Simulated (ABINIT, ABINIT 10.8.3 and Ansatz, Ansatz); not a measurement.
## KBr (Fm-3m): Bethe-Salpeter spectra with ABINIT

Wanted: excitons and ε₂ of KBr (Fm-3m), with cost.

Program: ABINIT 10.8.3 and Ansatz 0.2.0. Level of theory: LDA and many-body steps on it, plane waves. Results are calculated unless marked as measured.

Most raw output is cut from this account.

### 1. The starting structure

Symmetry: Fm-3m, No. 225, cubic system. The conventional cell has a = 6.600 Å, b = 6.600 Å, c = 6.600 Å, α = 90.00°, β = 90.00°, γ = 90.00°. Nearest to K lie 6 Br at 3.30 Å. Nearest to Br lie 6 K at 3.30 Å. Farther neighbours and most contacts between anions are not listed.

The cell and positions come from the Crystallography Open Database and are kept as given unless a step says otherwise.

### 2. Empty states on the mesh, 4×4×4 mesh, 78 bands

This step: ABINIT 10.8.3; DFT, LDA, plane waves, norm-conserving pseudopotentials.

The sums over transitions need many empty states on a uniform mesh; this step solves for them.

File run.abi:

```
acell 3*1.0 Angstrom
rprim 
  0.000000000000 3.300000000000 3.300000000000
  3.300000000000 -0.000000000000 3.300000000000
  3.300000000000 3.300000000000 0.000000000000
ntypat 2
znucl 19 35
natom 2
typat 1 2
xred 
  0.000000000000 0.000000000000 0.000000000000
  0.500000000000 0.500000000000 0.500000000000
pp_dirpath "pseudos"
pseudos "K.upf, Br.upf"
ecut 32
ngkpt 4 4 4
nshiftk 1
shiftk 0 0 0
kptopt 1
chksymbreak 0
iscf -2
irdden 1
istwfk *1
nband 78
nbdbuf 6
tolwfr 1e-09
nstep 60
prtvol 0
indata_prefix "in"
outdata_prefix "out"
tmpdata_prefix "tmp"
```

The run is started by

```console
> OMP_NUM_THREADS=1 mpirun -n 4 abinit run.abi > log
```

Run time: 18 s. Hardware: 4 MPI ranks of Intel Xeon Platinum 8375C at 2.90GHz (Ice Lake), shared host; peak memory 0.35 GiB; 72 s of CPU time.

This step gave:

```yaml
gap: 4.032 eV
k_of_the_valence_top: 0, 0, 0
k_of_the_conduction_bottom: 0, 0, 0
least_direct_gap: 4.032 eV
k_points_computed: 8
lowest_point_of_the_top_converged_band_above_the_valence_top: 48.63 eV
```

On this mesh the gap is 4.032 eV.

The density comes from a self-consistent run that is not shown.

### 3. Screening, 4×4×4 mesh, 72 bands, screening to 119.7 eV

The RPA dielectric matrix is built and inverted for each q.

This step: RPA screening on LDA, plane waves, norm-conserving pseudopotentials.

run.abi, as its differences from that of step 2:

```diff
@@ -20,10 +20,11 @@
 chksymbreak 0
-iscf -2
-irdden 1
 istwfk *1
-nband 78
-nbdbuf 6
-tolwfr 1e-09
-nstep 60
-prtvol 0
+occopt 1
+irdwfk 1
+optdriver 3
+nband 72
+ecuteps 4.4
+inclvkb 2
+awtr 1
+symchi 1
 indata_prefix "in"
```

It took 13 s on 4 MPI ranks; peak memory 0.85 GiB; 51 s of CPU time.

This step gave:

| Quantity | Value |
| --- | --- |
| ε∞ with local fields, on this mesh, along the program's q direction | 2.498 |
| the same without local fields | 2.993 |
| plasma frequency | 17.52 eV |
| plane waves in the screening matrix | 181 |

Local fields lower ε∞ by 17 %.

### 4. Self-energy, 4×4×4 mesh, 72 bands, screening to 119.7 eV

The self-energy is evaluated for the states that the input lists, and the levels follow from it, in one-shot runs by the linearised quasiparticle equation.

This step: G0W0 on LDA, plane waves, norm-conserving pseudopotentials.

run.abi, as its differences from that of step 3:

```diff
@@ -23,8 +23,15 @@
 irdwfk 1
-optdriver 3
+optdriver 4
 nband 72
+gwcalctyp 0
+ecutsigx 32
+symsigma 1
+nkptgw 1
+kptgw 
+  0.0000000000 0.0000000000 0.0000000000
+bdgw 
+  6 12
 ecuteps 4.4
-inclvkb 2
-awtr 1
-symchi 1
+irdscr 1
+ppmodel 1
 indata_prefix "in"
```

Wall time 4.6 s (4 MPI ranks); peak memory 0.71 GiB.

This step gave:

| Quantity | Value |
| --- | --- |
| G0W0 gap on the points computed | 6.718 eV |
| starting gap on the mesh | 4.032 eV |
| k of the valence top | 0, 0, 0 |
| k of the conduction bottom | 0, 0, 0 |
| least direct G0W0 gap on the computed points | 6.718 eV |

The gap on the mesh goes from 4.03 eV to 6.72 eV, a correction of +2.69 eV.

The gap opens by 2.686 eV; the next steps shift the empty bands rigidly by 2.686 eV.

### 5. Excitons

Light makes an electron and a hole together. The Bethe-Salpeter equation adds their screened attraction and their exchange, in a window of bands around the gap.

This step: Bethe-Salpeter equation on LDA with a scissors shift, plane waves, norm-conserving pseudopotentials.

run.abi, as its differences from that of step 4:

```diff
@@ -23,15 +23,17 @@
 irdwfk 1
-optdriver 4
-nband 72
-gwcalctyp 0
-ecutsigx 32
-symsigma 1
-nkptgw 1
-kptgw 
-  0.0000000000 0.0000000000 0.0000000000
-bdgw 
-  6 12
-ecuteps 4.4
+optdriver 99
+bs_calctype 1
+mbpt_sciss 2.686 eV
+bs_loband 6
+nband 14
+bs_exchange_term 1
+bs_coulomb_term 11
+bs_coupling 0
+bs_algorithm 1
+bs_freq_mesh 0 13 0.1 eV
+zcut 0.15 eV
+ecuteps 4
+ecutwfn 16
+inclvkb 2
 irdscr 1
-ppmodel 1
 indata_prefix "in"
```

Run time: 46 s. Hardware: 4 MPI ranks; peak memory 0.41 GiB.

Numbers from this step:

* direct gap of the transition levels: 6.718 eV
* transitions in the window: 1152
* first strong exciton (over a fiftieth of the strongest listed): 5.665 eV
* lowest state: 5.665 eV
* binding of the lowest state below the direct gap: 1.053 eV
* Coulomb term of one mesh cell: 0.9842 eV

The binding is 1.1 times the screened Coulomb term of one mesh cell (0.98 eV), so it is not shown settled.

The lowest state lies at 5.665 eV, 1.053 eV under the direct gap.

Lines within 3 meV are set at the lowest of them, and the highest group, which the list may cut short, is left out. Exciton lines, with heights relative to the strongest:

```
position (eV)  lines merged  oscillator strength, relative
        5.665             3                             88
        6.739             1                             55
        6.752             2                            100
        7.144             1                            0.0
        7.148             2                            0.0
        7.178             2                            0.0
        7.229             1                            0.0
        7.238             2                            0.2
```

The ε₂ has structure finer than the step of the table below, so its rows give means over 0.25 eV, whole bins alone (the curve runs from 0 to 13 eV). Peaks (eV: height): BSE 5.700: 3.32, 6.700: 5.51, 8.000: 3.06, 9.900: 3.68, 10.400: 3.98, 12.000: 2.76; no electron-hole interaction 6.700: 1.09, 8.200: 3.29, 9.400: 5.42, 10.400: 3.88, 10.900: 3.18, 11.800: 5.15; Kohn-Sham, no shift 4.000: 1.06, 5.700: 3.24, 6.700: 5.54, 7.700: 3.89, 8.200: 3.16, 9.100: 5.17.

Mean over the three Cartesian directions of q; broadening 0.15 eV; transition window only. Limits: finite bands, cutoff and mesh; no spin-orbit coupling; exciton not shown settled in the k mesh. ε₂ against photon energy; means over each step:

| photon energy (eV) | BSE | no electron-hole interaction | Kohn-Sham, no shift |
| --- | --- | --- | --- |
| 0.25 | 0.00156 | 8.4e-4 | 0.00235 |
| 0.50 | 0.00314 | 0.00167 | 0.00480 |
| 0.75 | 0.00479 | 0.00255 | 0.00732 |
| 1.00 | 0.00653 | 0.00343 | 0.0100 |
| 1.25 | 0.00834 | 0.00435 | 0.0129 |
| 1.50 | 0.0103 | 0.00530 | 0.0162 |
| 1.75 | 0.0124 | 0.0063 | 0.0199 |
| 2.00 | 0.0148 | 0.00737 | 0.0243 |
| 2.25 | 0.0175 | 0.0085 | 0.0297 |
| 2.50 | 0.0206 | 0.00973 | 0.0365 |
| 2.75 | 0.0242 | 0.0111 | 0.0457 |
| 3.00 | 0.0285 | 0.0126 | 0.0594 |
| 3.25 | 0.0338 | 0.0142 | 0.0829 |
| 3.50 | 0.0405 | 0.0161 | 0.137 |
| 3.75 | 0.0490 | 0.0183 | 0.336 |
| 4.00 | 0.0607 | 0.0207 | 0.867 |
| 4.25 | 0.0773 | 0.0236 | 0.502 |
| 4.50 | 0.103 | 0.0270 | 0.257 |
| 4.75 | 0.148 | 0.0312 | 0.273 |
| 5.00 | 0.242 | 0.0365 | 0.435 |
| 5.25 | 0.520 | 0.0434 | 1.10 |
| 5.50 | 1.79 | 0.0533 | 2.86 |
| 5.75 | 2.49 | 0.0684 | 2.87 |
| 6.00 | 0.960 | 0.0964 | 1.65 |
| 6.25 | 0.835 | 0.166 | 1.79 |
| 6.50 | 2.11 | 0.466 | 3.78 |
| 6.75 | 4.78 | 0.875 | 4.82 |
| 7.00 | 2.20 | 0.393 | 3.32 |
| 7.25 | 1.34 | 0.251 | 2.56 |
| 7.50 | 2.17 | 0.300 | 2.89 |
| 7.75 | 2.28 | 0.523 | 3.39 |
| 8.00 | 2.88 | 1.51 | 2.53 |
| 8.25 | 2.61 | 3.11 | 2.82 |
| 8.50 | 1.90 | 2.57 | 2.41 |
| 8.75 | 1.54 | 1.49 | 3.17 |
| 9.00 | 1.70 | 2.16 | 4.80 |
| 9.25 | 1.60 | 4.40 | 3.99 |
| 9.50 | 2.02 | 4.45 | 3.03 |
| 9.75 | 3.02 | 3.03 | 3.00 |
| 10.00 | 3.03 | 2.53 | 2.92 |
| 10.25 | 3.23 | 3.18 | 2.32 |
| 10.50 | 3.42 | 3.13 | 1.24 |
| 10.75 | 3.06 | 2.60 | 0.781 |
| 11.00 | 2.69 | 2.69 | 0.742 |
| 11.25 | 2.21 | 2.48 | 0.524 |
| 11.50 | 2.07 | 3.60 | 0.320 |
| 11.75 | 2.37 | 4.92 | 0.158 |
| 12.00 | 2.53 | 3.54 | 0.104 |
| 12.25 | 1.48 | 3.03 | 0.0792 |
| 12.50 | 0.854 | 3.00 | 0.0638 |
| 12.75 | 1.04 | 2.84 | 0.0531 |

### 6. Triplet (no exchange term)

run.abi, as its differences from that of step 5:

```diff
@@ -27,4 +27,4 @@
 bs_loband 6
-nband 14
-bs_exchange_term 1
+nband 10
+bs_exchange_term 0
 bs_coulomb_term 11
@@ -32,3 +32,3 @@
 bs_algorithm 1
-bs_freq_mesh 0 13 0.1 eV
+bs_freq_mesh 0 11 0.1 eV
 zcut 0.15 eV
```

Wall time 6.8 s (4 MPI ranks); peak memory 0.37 GiB; 27 s of CPU time.

The lowest triplet lies at 5.631 eV; triplets are dark, so no spectrum is read.

### 7. Beyond Tamm-Dancoff

run.abi, as its differences from that of step 6:

```diff
@@ -28,5 +28,5 @@
 nband 10
-bs_exchange_term 0
+bs_exchange_term 1
 bs_coulomb_term 11
-bs_coupling 0
+bs_coupling 1
 bs_algorithm 1
```

It took 13 s on 4 MPI ranks; peak memory 0.38 GiB; 52 s of CPU time.

This step gave:

- direct gap of the transition levels: 6.718 eV
- transitions in the window: 384
- lowest state: 5.67 eV
- binding of the lowest state below the direct gap: 1.048 eV
- Coulomb term of one mesh cell: 0.9842 eV

The binding is 1.1 times the screened Coulomb term of one mesh cell (0.98 eV), so it is not shown settled.

The lowest state lies at 5.670 eV, 1.048 eV under the direct gap.

Mean over the three Cartesian directions of q; broadening 0.15 eV; transition window only. Limits: finite bands, cutoff and mesh; no spin-orbit coupling; exciton not shown settled in the k mesh. ε₂ against photon energy; read off at these points:

```
photon energy (eV)      BSE  no electron-hole interaction  Kohn-Sham, no shift
              0.00        0                             0                    0
              0.30   0.0014                        7.0e-4               0.0022
              0.60   0.0029                        0.0015               0.0046
              0.90  0.00443                        0.0022                0.007
              1.20  0.00603                         0.003               0.0098
              1.50  0.00783                        0.0038                0.013
              1.80  0.00987                        0.0047               0.0168
              2.10   0.0123                        0.0057               0.0215
              2.40    0.015                        0.0068               0.0278
              2.70   0.0183                         0.008               0.0368
              2.90   0.0210                        0.0089               0.0455
              3.20   0.0260                        0.0104               0.0672
              3.50   0.0325                        0.0122                0.120
              3.80   0.0415                        0.0142                0.359
              4.10   0.0548                        0.0168                0.924
              4.40   0.0761                        0.0199                0.261
              4.70    0.115                         0.024                0.235
              5.00    0.203                        0.0294                0.390
              5.30    0.510                        0.0372                 1.20
              5.60     2.62                        0.0492                  3.2
              5.70     3.07                        0.0550                 3.20
              5.90     1.11                        0.0715                 2.01
              6.20    0.635                         0.127                 1.38
              6.50     1.48                         0.389                 3.56
              6.80     5.17                         0.867                 4.33
              7.10     1.23                         0.256                 2.60
              7.40     1.57                         0.240                 2.10
              7.70     1.83                         0.406                 3.58
              8.00     3.06                          1.30                 1.58
              8.10     3.15                          2.29                 1.42
              8.20     2.80                          3.26                 1.20
              8.50     1.88                          2.57                0.352
              8.80     1.24                          1.26                0.177
              9.10     1.36                          2.85                0.112
              9.40     1.90                          5.34               0.0795
              9.50     1.98                          4.22               0.0719
              9.70     1.07                          3.05               0.0598
             10.00    0.595                          2.12               0.0469
             10.30    0.192                          3.25               0.0378
             10.60    0.105                          1.97               0.0312
             10.90   0.0704                          1.14               0.0262
```

### 8. RPA with local fields (no direct term)

run.abi, as its differences from that of step 7:

```diff
@@ -27,8 +27,8 @@
 bs_loband 6
-nband 10
+nband 14
 bs_exchange_term 1
-bs_coulomb_term 11
-bs_coupling 1
-bs_algorithm 1
-bs_freq_mesh 0 11 0.1 eV
+bs_coulomb_term 0
+bs_coupling 0
+bs_algorithm 2
+bs_freq_mesh 0 13 0.1 eV
 zcut 0.15 eV
@@ -38,2 +38,4 @@
 irdscr 1
+bs_haydock_niter 300
+bs_haydock_tol -0.02 0
 indata_prefix "in"
```

Wall time 2.9 s (4 MPI ranks); peak memory 0.09 GiB.

Numbers from this step:

```yaml
direct_gap_of_the_transition_levels: 6.718 eV
transitions_in_the_window: 1152
```

### 9. Dielectric constant by perturbation theory

This step: Ansatz 0.2.0; DFT, LDA, linear response to an electric field, plane waves, PAW.

ε∞ sets how strongly the crystal screens. Perturbation theory gives it with local fields and without a sum over empty bands.

File input.yaml:

```yaml
crystal:
  lattice:
    - [0.0, 3.3, 3.3]
    - [3.3, 0.0, 3.3]
    - [3.3, 3.3, 0.0]
  atoms:
    - { symbol: K, position: [0.0, 0.0, 0.0] }
    - { symbol: Br, position: [0.5, 0.5, 0.5] }
kpoints:
  mp_grid: { grid: [6, 6, 6] }
hamiltonian:
  xc: lda
scf:
  occupations: { method: fixed }
dielectric: {}
```

The run is started by

```console
> ansatz run input.yaml --threads 4 --pin off --max-ram 7372MiB --backend cpu --events-out ev --progress --plain --runs-dir out
```

Run time: 4.2 s. Hardware: 4 threads; peak memory 0.47 GiB; 15 s of CPU time.

The field response gives a mean ε∞ of 2.63, which the model screening below takes as its input.

### 10. Model screening

This step: ABINIT 10.8.3; Bethe-Salpeter equation on LDA with a scissors shift, plane waves, norm-conserving pseudopotentials.

run.abi, as its differences from that of step 8:

```diff
@@ -29,3 +29,3 @@
 bs_exchange_term 1
-bs_coulomb_term 0
+bs_coulomb_term 21
 bs_coupling 0
@@ -37,3 +37,4 @@
 inclvkb 2
-irdscr 1
+mdf_epsinf 2.63
+irdden 1
 bs_haydock_niter 300
```

The run is started by

```console
> OMP_NUM_THREADS=1 mpirun -n 4 abinit run.abi > log
```

Elapsed: 40 s, on 4 MPI ranks; peak memory 0.4 GiB.

This step gave:

```yaml
direct_gap_of_the_transition_levels: 6.718 eV
transitions_in_the_window: 1152
coulomb_term_of_one_mesh_cell: 0.9366 eV
```

### 11. Empty states on the mesh, 4×4×4 mesh, 22 bands

This step: DFT, LDA, plane waves, norm-conserving pseudopotentials.

File run.abi:

```
acell 3*1.0 Angstrom
rprim 
  0.000000000000 3.300000000000 3.300000000000
  3.300000000000 -0.000000000000 3.300000000000
  3.300000000000 3.300000000000 0.000000000000
ntypat 2
znucl 19 35
natom 2
typat 1 2
xred 
  0.000000000000 0.000000000000 0.000000000000
  0.500000000000 0.500000000000 0.500000000000
pp_dirpath "pseudos"
pseudos "K.upf, Br.upf"
ecut 32
ngkpt 4 4 4
nshiftk 1
shiftk 0.11 0.21 0.31
kptopt 3
chksymbreak 0
iscf -2
irdden 1
istwfk *1
nband 22
nbdbuf 4
tolwfr 1e-09
nstep 60
prtvol 0
indata_prefix "in"
outdata_prefix "out"
tmpdata_prefix "tmp"
```

It took 31 s on 4 MPI ranks; peak memory 0.39 GiB.

This step gave:

| Item | Value |
| --- | --- |
| gap | 4.167 eV |
| k of the valence top | 0.0275, 0.0525, 0.0775 |
| k of the conduction bottom | 0.0275, 0.0525, 0.0775 |
| least direct gap | 4.167 eV |
| k points computed | 64 |
| lowest point of the top converged band, above the valence top | 13.03 eV |

On this mesh the gap is 4.167 eV.

### 12. Shifted k mesh (4×4×4)

This step: Bethe-Salpeter equation on LDA with a scissors shift, plane waves, norm-conserving pseudopotentials.

run.abi, as its differences from that of step 11:

```diff
@@ -20,10 +20,23 @@
 chksymbreak 0
-iscf -2
+istwfk *1
+occopt 1
+irdwfk 1
+optdriver 99
+bs_calctype 1
+mbpt_sciss 2.686 eV
+bs_loband 6
+nband 14
+bs_exchange_term 1
+bs_coulomb_term 21
+bs_coupling 0
+bs_algorithm 2
+bs_freq_mesh 0 13 0.1 eV
+zcut 0.15 eV
+ecuteps 3
+ecutwfn 16
+inclvkb 2
+mdf_epsinf 2.63
 irdden 1
-istwfk *1
-nband 22
-nbdbuf 4
-tolwfr 1e-09
-nstep 60
-prtvol 0
+bs_haydock_niter 300
+bs_haydock_tol -0.02 0
 indata_prefix "in"
```

The job ended after 44 s (4 MPI ranks; peak memory 0.83 GiB; 2.9 min of CPU time).

Numbers from this step:

```yaml
direct_gap_of_the_transition_levels: 6.854 eV
transitions_in_the_window: 1152
coulomb_term_of_one_mesh_cell: 0.9366 eV
```

The ε₂ has structure finer than the step of the table below, so its rows give means over 0.5 eV, whole bins alone (the curve runs from 0 to 13 eV). Peaks (eV: height): BSE 5.90: 2.97, 6.70: 4.57, 7.60: 3.87, 8.10: 3.48, 9.00: 2.31, 10.40: 4.80; no electron-hole interaction 9.30: 4.90, 11.70: 4.61; Kohn-Sham, no shift 6.60: 4.87, 9.00: 4.63.

Mean over the three Cartesian directions of q; broadening 0.15 eV; transition window only. Limits: finite bands, cutoff and mesh; no spin-orbit coupling; exciton not shown settled in the k mesh. Table of ε₂ by photon energy; means over each step:

```
photon energy (eV)      BSE  no electron-hole interaction  Kohn-Sham, no shift
               0.5  0.00309                       0.00164              0.00455
               1.0  0.00637                       0.00332              0.00944
               1.5   0.0100                       0.00513               0.0152
               2.0   0.0143                       0.00713               0.0225
               2.5   0.0198                       0.00940               0.0329
               3.0   0.0270                        0.0121               0.0504
               3.5   0.0374                        0.0154               0.0947
               4.0   0.0540                        0.0197                0.428
               4.5   0.0850                        0.0254                0.392
               5.0    0.164                        0.0336                0.831
               5.5    0.688                        0.0470                 1.64
               6.0     1.91                        0.0753                 2.26
               6.5     2.34                         0.229                 3.77
               7.0     2.79                         0.525                 3.71
               7.5     3.24                         0.510                 2.98
               8.0     2.96                          1.38                 2.43
               8.5     1.62                          2.17                 2.84
               9.0     1.91                          2.85                 4.11
               9.5     1.67                          4.11                 3.38
              10.0     3.62                          3.32                 2.63
              10.5     4.26                          2.53                 1.56
              11.0     2.62                          2.55                0.727
              11.5     1.85                          3.80                0.257
              12.0     1.37                          3.63                0.105
              12.5    0.668                          2.96               0.0636
```

[end of part 1 of 2]

[Paths, hosts, dates, memory and timing lines, banners, echoed tables and standing remarks are left out of the program output.]

[Logs are printed without paths, hosts, clocks, repeated set-up lines and the standing remarks that a program may print on its own settings, such as how far it seeks lower states.]

[Runs of the session that timed out or met a known fault of the program may be left out.]

[No measured gap is set beside runs whose start may be inverted or whose files or cutoffs have a known fault.]

[Hosts, paths, dates, database ids (printed as entryN), source tags and the programs' standing remarks are cut or masked in the printed files.]

[G0W0 gaps are taken among the corrected bands and points alone; a level outside them can change the order at an edge.]

[Where Ansatz stands beside ABINIT at settings called matched, ABINIT's density can come from a denser mesh and the files from another edition; pairs whose starting gaps differed by over 0.03 eV were left out, so agreement reads better than it is.]
